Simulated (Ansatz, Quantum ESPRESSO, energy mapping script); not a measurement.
## NiO: energy mapping under PBE+U (5.4 eV), QE, GBRV

Wanted: the magnetic order of NiO, its couplings and an estimate of its ordering temperature, by PBE+U (5.4 eV), QE, GBRV.

Calculated with Quantum ESPRESSO 7.5; PBE with U = 5.4 eV on Ni d, ortho-atomic projectors; plane waves, U on orthogonalised atomic orbitals unless named otherwise, collinear spin, no spin–orbit coupling.

## (1) Starting point

The structure is cubic, space group Fm-3m (No. 225). The conventional cell has a = 4.172 Å, b = 4.172 Å, c = 4.172 Å, α = 90.00°, β = 90.00°, γ = 90.00°. Nearest to Ni lie 6 O at 2.09 Å. O has 6 Ni at 2.09 Å nearest. Farther neighbours and most contacts between anions are not listed.

A Hubbard U penalises fractional filling of the shell. It raises the cost of virtual hops to the neighbours, so couplings that rest on such hops usually weaken. These runs use Quantum ESPRESSO.

## (2) Which atoms carry moments

One run in the crystal's own cell, under PBE with U = 4.8 eV on Ni d, ortho-atomic projectors, Quantum ESPRESSO with GBRV potentials, shows which elements keep a moment. Transition or f elements with 0.3 μB or more enter the spin model; moments induced on other atoms do not.

The input, pw.in:

```
&control
  calculation = 'scf'
  prefix = 'pw'
  outdir = './tmp/'
  pseudo_dir = './pseudo/'
  verbosity = 'low'
/
&system
  ibrav = 0
  nat = 2
  ntyp = 2
  ecutwfc = 45
  ecutrho = 360
  nbnd = 21
  occupations = 'smearing'
  smearing = 'fd'
  degauss = 0.00367493
  nspin = 2
  starting_magnetization(1) = 0.1111
/
&electrons
  conv_thr = 5.0e-09
  electron_maxstep = 120
  mixing_beta = 0.3
  mixing_mode = 'plain'
/
ATOMIC_SPECIES
  Ni 58.6934 Ni.upf
  O 15.9990 O.upf
CELL_PARAMETERS angstrom
  0.00000000 2.08590164 2.08590164
  2.08590164 0.00000000 2.08590164
  2.08590164 2.08590164 0.00000000
ATOMIC_POSITIONS crystal
  Ni 0.00000000 0.00000000 0.00000000
  O 0.50000000 0.50000000 0.50000000
K_POINTS automatic
  9 9 9 0 0 0
HUBBARD {ortho-atomic}
U Ni-3d 4.8
```

Run with:

```bash
> OMP_NUM_THREADS=1 mpirun -n 4 pw.x -nk 4 -in pw.in > pw.out
```

The log of the run:

```text
Program PWSCF v.7.5 starts
[...]
unit-cell volume          =     122.4921 (a.u.)^3
     number of atoms/cell      =            2
[...]
number of electrons       =        24.00
     number of Kohn-Sham states=           21
     kinetic-energy cutoff     =      45.0000  Ry
     charge density cutoff     =     360.0000  Ry
     scf convergence threshold =      5.0E-09
[...]
Exchange-correlation= SLA  PW   PBE  PBE
[...]
Hubbard projectors: ortho-atomic
     Hubbard parameters of DFT+U (Dudarev formulation) in eV:
[...]
atomic species   magnetization
[...]
48 Sym. Ops., with inversion, found
[...]
number of k points=    35  Fermi-Dirac smearing, width (Ry)=  0.0037
[...]
Number of occupied Hubbard levels =    8.0000
     Atomic wfc used for Hubbard projectors are orthogonalized
[...]
iteration #  1     ecut=    45.00 Ry     beta= 0.30
[...]
Number of occupied Hubbard levels =    3.9667
     total energy              =    -367.36391893 Ry
     estimated scf accuracy    <      28.10407687 Ry
     total magnetization       =     2.46 Bohr mag/cell
     absolute magnetization    =     2.50 Bohr mag/cell
     iteration #  2     ecut=    45.00 Ry     beta= 0.30
[...]
total energy              =    -373.91578238 Ry
     estimated scf accuracy    <      11.13018693 Ry
     total magnetization       =     0.18 Bohr mag/cell
     absolute magnetization    =     0.18 Bohr mag/cell
     iteration #  3     ecut=    45.00 Ry     beta= 0.30
[...]
total energy              =    -375.25564964 Ry
     estimated scf accuracy    <       0.32902934 Ry
     total magnetization       =     1.99 Bohr mag/cell
     absolute magnetization    =     2.00 Bohr mag/cell
[...]
total energy              =    -375.43212154 Ry
[...]
iteration # 11     ecut=    45.00 Ry     beta= 0.30
[...]
total energy              =    -375.43212192 Ry
     estimated scf accuracy    <          7.7E-09 Ry
     total magnetization       =     2.00 Bohr mag/cell
     absolute magnetization    =     2.01 Bohr mag/cell
     iteration # 12     ecut=    45.00 Ry     beta= 0.30
[...]
Magnetic moment per site  (integrated on atomic sphere of radius R)
     atom   1 (R=0.292)  charge= 15.6157  magn=  1.7046
     atom   2 (R=0.292)  charge=  5.7292  magn=  0.2370
     End of self-consistent calculation
     =================== HUBBARD OCCUPATIONS ===================
     ------------------------ ATOM    1 ------------------------
     Tr[ns(  1)] (up, down, total) =   4.97328  3.25051  8.22379
     Atomic magnetic moment for atom   1 =   1.72277
     SPIN  1
     eigenvalues:
       0.993  0.993  0.993  0.997  0.997
     eigenvectors (columns):
      -0.000 -0.000  0.000 -0.118 -0.993
      -0.213  0.040  0.976  0.000  0.000
[...]
occupation matrix ns (before diag.):
[...]
SPIN  2
     eigenvalues:
[...]
eigenvectors (columns):
[...]
occupation matrix ns (before diag.):
[...]
Number of occupied Hubbard levels =    8.2238
 ------ SPIN UP ------------
          k = 0.0000 0.0000 0.0000 (   609 PWs)   bands (ev):
   -90.8101 -51.1680 -51.1680 -51.1680  -5.7142   8.3014   8.3014   8.7482
     8.7482   8.7482  11.7203  11.7203  11.7203  15.9415  32.1076  33.0430
[...]
k = 0.0786 0.0786-0.0786 (   618 PWs)   bands (ev):
   -90.8098 -51.1715 -51.1685 -51.1685  -5.5678   8.0568   8.0568   8.5470
[...]
k = 0.1571 0.1571-0.1571 (   628 PWs)   bands (ev):
[...]
k = 0.2357 0.2357-0.2357 (   613 PWs)   bands (ev):
[...]
k =-0.2357-0.3928 0.3928 (   621 PWs)   bands (ev):
[...]
k =-0.1571-0.3143 0.3143 (   620 PWs)   bands (ev):
[...]
k =-0.0786-0.2357 0.2357 (   620 PWs)   bands (ev):
[...]
------ SPIN DOWN ----------
          k = 0.0000 0.0000 0.0000 (   609 PWs)   bands (ev):
[...]
k = 0.3928 0.2357-0.0786 (   625 PWs)   bands (ev):
[...]
k = 0.4714 0.1571-0.0000 (   620 PWs)   bands (ev):
[...]
k =-0.0000-0.4714 0.6285 (   629 PWs)   bands (ev):
[...]
29.5153  34.0329  39.5610  44.7568  45.9831
          k =-0.0786-0.3928 0.7071 (   630 PWs)   bands (ev):
   -88.4261 -48.8829 -48.8788 -48.8709  -3.6024   8.0015   8.3500   9.7800
    10.9684  11.3283  11.4840  16.1404  16.7459  23.3687  25.0100  25.4645
    28.5943  35.7554  37.5633  45.2629  46.0449
     the Fermi energy is    14.5740 ev
!    total energy              =    -375.43212228 Ry
     estimated scf accuracy    <          2.3E-09 Ry
     smearing contrib. (-TS)   =      -0.00000000 Ry
     internal energy E=F+TS    =    -375.43212228 Ry
     The total energy is F=E-TS. E is the sum of the following terms:
     one-electron contribution =    -215.95956808 Ry
     hartree contribution      =     122.66228376 Ry
     xc contribution           =     -42.96504678 Ry
     ewald contribution        =    -239.22330767 Ry
     Hubbard energy            =       0.05351648 Ry
     total magnetization       =     2.00 Bohr mag/cell
     absolute magnetization    =     2.01 Bohr mag/cell
     convergence has been achieved in  12 iterations
=------------------------------------------------------------------------------=
   JOB DONE.
=------------------------------------------------------------------------------=
```

Run time: 6.5 s. Hardware: 4 MPI ranks of Arm Neoverse V1, shared host; peak memory 0.28 GiB.

Spin moment in the sphere by atom:

| atom | spin moment in the sphere (μB) |
| --- | --- |
| Ni1 | 1.70 |
| O2 | 0.24 |

The run ends ferromagnetic; Ni carries the moments.

## (3) Run 1 (parallel; cell A, 4 atoms)

Each cell gets its own parallel run on the same mesh, so that most of the mesh error cancels in the differences.

The potential files are GBRV's for PBE; pw.x takes the functional from them.

The input, pw.in:

```
&control
  calculation = 'scf'
  prefix = 'pw'
  outdir = './tmp/'
  pseudo_dir = './pseudo/'
  verbosity = 'low'
/
&system
  ibrav = 0
  nat = 4
  ntyp = 2
  ecutwfc = 45
  ecutrho = 360
  nbnd = 38
  occupations = 'smearing'
  smearing = 'fd'
  degauss = 0.00367493
  nspin = 2
  starting_magnetization(1) = 0.1111
/
&electrons
  conv_thr = 1.0e-08
  electron_maxstep = 120
  mixing_beta = 0.3
  mixing_mode = 'plain'
/
ATOMIC_SPECIES
  Ni 58.6934 Ni.upf
  O 15.9990 O.upf
CELL_PARAMETERS angstrom
  0.00000000 -2.08590164 -2.08590164
  0.00000000 2.08590164 -2.08590164
  4.17180328 0.00000000 0.00000000
ATOMIC_POSITIONS crystal
  Ni 0.50000000 0.50000000 0.50000000
  Ni 0.00000000 0.00000000 0.00000000
  O 0.50000000 0.50000000 0.00000000
  O 0.00000000 0.00000000 0.50000000
K_POINTS automatic
  7 7 5 0 0 0
HUBBARD {ortho-atomic}
U Ni-3d 5.4
```

The log of the run:

```text
[banner, memory and clock lines left out]
Program PWSCF v.7.5 starts
[...]
unit-cell volume          =     244.9842 (a.u.)^3
     number of atoms/cell      =            4
[...]
number of electrons       =        48.00
     number of Kohn-Sham states=           38
     kinetic-energy cutoff     =      45.0000  Ry
     charge density cutoff     =     360.0000  Ry
     scf convergence threshold =      1.0E-08
[...]
Exchange-correlation= SLA  PW   PBE  PBE
[...]
Hubbard projectors: ortho-atomic
     Hubbard parameters of DFT+U (Dudarev formulation) in eV:
[...]
atomic species   magnetization
[...]
16 Sym. Ops., with inversion, found
[...]
number of k points=    30  Fermi-Dirac smearing, width (Ry)=  0.0037
[...]
Number of occupied Hubbard levels =   16.0000
     Atomic wfc used for Hubbard projectors are orthogonalized
[...]
iteration #  1     ecut=    45.00 Ry     beta= 0.30
[...]
Number of occupied Hubbard levels =    8.1486
     total energy              =    -735.29104796 Ry
     estimated scf accuracy    <      54.75814049 Ry
     total magnetization       =     5.23 Bohr mag/cell
     absolute magnetization    =     5.31 Bohr mag/cell
     iteration #  2     ecut=    45.00 Ry     beta= 0.30
[...]
total energy              =    -747.74045985 Ry
     estimated scf accuracy    <      21.62856691 Ry
     total magnetization       =     0.41 Bohr mag/cell
     absolute magnetization    =     0.41 Bohr mag/cell
     iteration #  3     ecut=    45.00 Ry     beta= 0.30
[...]
total energy              =    -750.46848506 Ry
     estimated scf accuracy    <       0.73150875 Ry
     total magnetization       =     4.00 Bohr mag/cell
     absolute magnetization    =     4.03 Bohr mag/cell
     iteration #  4     ecut=    45.00 Ry     beta= 0.30
[...]
total energy              =    -750.83858962 Ry
     estimated scf accuracy    <       0.39760996 Ry
     total magnetization       =     4.00 Bohr mag/cell
     absolute magnetization    =     4.02 Bohr mag/cell
     iteration #  5     ecut=    45.00 Ry     beta= 0.30
[...]
total energy              =    -750.84932531 Ry
     estimated scf accuracy    <       0.00846198 Ry
     total magnetization       =     4.00 Bohr mag/cell
     absolute magnetization    =     4.02 Bohr mag/cell
     iteration #  6     ecut=    45.00 Ry     beta= 0.30
[...]
total energy              =    -750.85088992 Ry
     estimated scf accuracy    <       0.00036715 Ry
     total magnetization       =     4.00 Bohr mag/cell
     absolute magnetization    =     4.03 Bohr mag/cell
     iteration #  7     ecut=    45.00 Ry     beta= 0.30
[...]
total energy              =    -750.85110162 Ry
     estimated scf accuracy    <       0.00020232 Ry
     total magnetization       =     4.00 Bohr mag/cell
     absolute magnetization    =     4.03 Bohr mag/cell
     iteration #  8     ecut=    45.00 Ry     beta= 0.30
[...]
total energy              =    -750.85114711 Ry
     estimated scf accuracy    <       0.00003122 Ry
     total magnetization       =     4.00 Bohr mag/cell
     absolute magnetization    =     4.03 Bohr mag/cell
     iteration #  9     ecut=    45.00 Ry     beta= 0.30
[...]
total energy              =    -750.85115031 Ry
     estimated scf accuracy    <       0.00001218 Ry
     total magnetization       =     4.00 Bohr mag/cell
     absolute magnetization    =     4.03 Bohr mag/cell
     iteration # 10     ecut=    45.00 Ry     beta= 0.30
[...]
total energy              =    -750.85115343 Ry
     estimated scf accuracy    <       0.00000013 Ry
     total magnetization       =     4.00 Bohr mag/cell
     absolute magnetization    =     4.03 Bohr mag/cell
     iteration # 11     ecut=    45.00 Ry     beta= 0.30
[...]
total energy              =    -750.85115426 Ry
     estimated scf accuracy    <       0.00000002 Ry
     total magnetization       =     4.00 Bohr mag/cell
     absolute magnetization    =     4.03 Bohr mag/cell
     iteration # 12     ecut=    45.00 Ry     beta= 0.30
[...]
Magnetic moment per site  (integrated on atomic sphere of radius R)
     atom   1 (R=0.292)  charge= 15.6118  magn=  1.7175
     atom   2 (R=0.292)  charge= 15.6117  magn=  1.7175
     atom   3 (R=0.292)  charge=  5.7346  magn=  0.2228
     atom   4 (R=0.292)  charge=  5.7346  magn=  0.2228
     End of self-consistent calculation
     =================== HUBBARD OCCUPATIONS ===================
     ------------------------ ATOM    1 ------------------------
     Tr[ns(  1)] (up, down, total) =   4.97457  3.23680  8.21137
     Atomic magnetic moment for atom   1 =   1.73777
     SPIN  1
     eigenvalues:
       0.994  0.994  0.994  0.997  0.997
     eigenvectors (columns):
       0.000 -0.000  0.000  0.500 -0.866
       0.000 -0.250  0.968 -0.000  0.000
       1.000  0.000 -0.000 -0.000 -0.000
      -0.000  0.000 -0.000 -0.866 -0.500
      -0.000  0.968  0.250  0.000  0.000
     occupation matrix ns (before diag.):
       0.997 -0.000 -0.000  0.000  0.000
      -0.000  0.994 -0.000  0.000  0.000
      -0.000 -0.000  0.994  0.000  0.000
       0.000  0.000  0.000  0.997 -0.000
[...]
SPIN  2
     eigenvalues:
[...]
eigenvectors (columns):
[...]
occupation matrix ns (before diag.):
[...]
------------------------ ATOM    2 ------------------------
     Tr[ns(  2)] (up, down, total) =   4.97457  3.23680  8.21137
     Atomic magnetic moment for atom   2 =   1.73777
     SPIN  1
     eigenvalues:
[...]
eigenvectors (columns):
[...]
occupation matrix ns (before diag.):
[...]
SPIN  2
     eigenvalues:
[...]
eigenvectors (columns):
[...]
occupation matrix ns (before diag.):
       0.134 -0.000 -0.000  0.000  0.000
      -0.000  0.989 -0.000  0.000  0.000
      -0.000 -0.000  0.989  0.000  0.000
       0.000  0.000  0.000  0.134 -0.000
       0.000  0.000  0.000 -0.000  0.989
     Number of occupied Hubbard levels =   16.4227
 ------ SPIN UP ------------
          k = 0.0000 0.0000 0.0000 (  1245 PWs)   bands (ev):
   -90.8606 -90.8571 -51.2447 -51.2286 -51.2286 -51.2176 -51.2173 -51.2173
    -5.6759  -4.3739   7.6318   7.6420   7.9562   7.9565   8.2805   8.4139
     8.4139   8.4140   9.0946   9.3511   9.3511  10.3860  10.3860  11.7673
    11.7673  11.7677  15.9527  20.2956  25.1518  26.2795  30.9901  30.9901
    32.1076  33.0371  33.0371  33.0372  36.4304  36.4304
          k = 0.1414 0.0000 0.0000 (  1241 PWs)   bands (ev):
   -90.8602 -90.8575 -51.2421 -51.2276 -51.2276 -51.2202 -51.2184 -51.2184
    -5.5201  -4.4485   6.8878   7.5030   7.7141   7.9870   8.2491   8.3387
     8.4125   8.4125   9.0510   9.0510   9.9560  10.7669  10.7669  11.5711
    11.7700  11.7700  16.9560  20.5757  25.1043  26.4883  30.0627  30.8566
    30.8566  32.0749  32.0749  33.1588  35.8334  38.1364
          k = 0.2828 0.0000 0.0000 (  1241 PWs)   bands (ev):
   -90.8594 -90.8583 -51.2354 -51.2270 -51.2247 -51.2247 -51.2213 -51.2213
    -5.1307  -4.7098   6.3753   6.6967   7.9044   8.0673   8.1430   8.1674
[...]
30.7135  30.7135  31.0448  31.0448  39.8107  40.8680
          k = 0.0000 0.1010-0.1010 (  1252 PWs)   bands (ev):
[...]
31.5536  31.6503  33.2531  34.2393  34.6480  36.6234
          k = 0.1414 0.1010-0.1010 (  1245 PWs)   bands (ev):
[...]
31.6951  31.7090  31.8832  34.4981  35.0059  36.3634
          k = 0.2828 0.1010-0.1010 (  1237 PWs)   bands (ev):
[...]
30.2625  30.5690  32.0846  32.9415  37.8354  39.0848
          k = 0.0000 0.2020-0.2020 (  1244 PWs)   bands (ev):
[...]
29.9592  31.6129  33.3649  33.9243  36.2425  37.7467
          k = 0.1414 0.2020-0.2020 (  1249 PWs)   bands (ev):
[...]
29.9421  30.4809  33.7641  34.9295  35.6646  37.2548
          k = 0.2828 0.2020-0.2020 (  1239 PWs)   bands (ev):
[...]
29.2457  29.4401  34.6215  35.0930  36.6716  38.4388
          k = 0.0000 0.3030-0.3030 (  1242 PWs)   bands (ev):
[...]
29.4892  29.9440  35.1120  36.2238  36.8964  38.3054
          k = 0.1414 0.3030-0.3030 (  1248 PWs)   bands (ev):
[...]
k = 0.2828 0.3030-0.3030 (  1240 PWs)   bands (ev):
[...]
k = 0.0000 0.0000-0.2020 (  1237 PWs)   bands (ev):
[...]
[... cut ...]
[...]
------ SPIN DOWN ----------
          k = 0.0000 0.0000 0.0000 (  1245 PWs)   bands (ev):
[...]
k = 0.1414 0.0000 0.0000 (  1241 PWs)   bands (ev):
[...]
k = 0.2828 0.0000 0.0000 (  1241 PWs)   bands (ev):
[...]
k = 0.1414 0.1010-0.5051 (  1257 PWs)   bands (ev):
[...]
30.2791  30.5515  32.6931  33.4877  40.3960  42.0236
          k = 0.2828 0.1010-0.5051 (  1261 PWs)   bands (ev):
[...]
29.5688  29.7592  35.2109  35.2953  38.4754  38.6850
          k = 0.0000 0.0000-0.6061 (  1246 PWs)   bands (ev):
[...]
30.8968  31.3267  31.3267  32.0207  43.4633  43.6724
          k = 0.1414 0.0000-0.6061 (  1262 PWs)   bands (ev):
[...]
16.5611  16.6626  21.6606  21.7835  25.3291  25.3822  25.8062  26.2411
    30.4812  30.8297  32.3847  32.4942  41.8177  42.1519
          k = 0.2828 0.0000-0.6061 (  1255 PWs)   bands (ev):
   -88.4582 -88.4581 -48.9151 -48.9140 -48.9108 -48.9085 -48.9016 -48.9012
    -3.6004  -3.5695   7.8413   8.0020   8.0525   8.2971   9.9377   9.9943
    10.5915  10.6627  11.0507  11.0755  11.2504  11.3656  16.3523  16.4289
    16.9596  16.9799  23.1228  23.2165  24.9373  24.9703  25.3262  25.5594
    28.9480  29.1656  34.9665  35.0728  38.3338  38.3497
     the Fermi energy is    14.6404 ev
!    total energy              =    -750.85115501 Ry
     estimated scf accuracy    <          5.0E-09 Ry
     smearing contrib. (-TS)   =      -0.00000000 Ry
     internal energy E=F+TS    =    -750.85115501 Ry
     The total energy is F=E-TS. E is the sum of the following terms:
     one-electron contribution =    -431.85140473 Ry
     hartree contribution      =     245.26639632 Ry
     xc contribution           =     -85.93422941 Ry
     ewald contribution        =    -478.44661533 Ry
     Hubbard energy            =       0.11469815 Ry
     total magnetization       =     4.00 Bohr mag/cell
     absolute magnetization    =     4.03 Bohr mag/cell
     convergence has been achieved in  12 iterations
```

Run time: 17 s. Hardware: 4 MPI ranks; peak memory 0.39 GiB.

Spin moment in the sphere by atom:

| atom | spin moment in the sphere (μB) |
| --- | --- |
| Ni1 | 1.72 |
| Ni2 | 1.72 |
| O3 | 0.22 |
| O4 | 0.22 |

The run ends ferromagnetic.

[end of part 1 of 3]

[Logs and program files are shortened in this print: banners, set-up blocks, solver, clock and traceback lines can be left out without a mark of their own.]

[Logs are printed without paths, hosts, clocks, repeated set-up lines and the standing remarks that a program may print on its own settings, such as how far it seeks lower states.]

[Hosts, paths, dates, database ids (printed as entryN), source tags and the programs' standing remarks are cut or masked in the printed files.]

[Where a cell is said to come from a database of computed structures, the database is the Materials Project.]
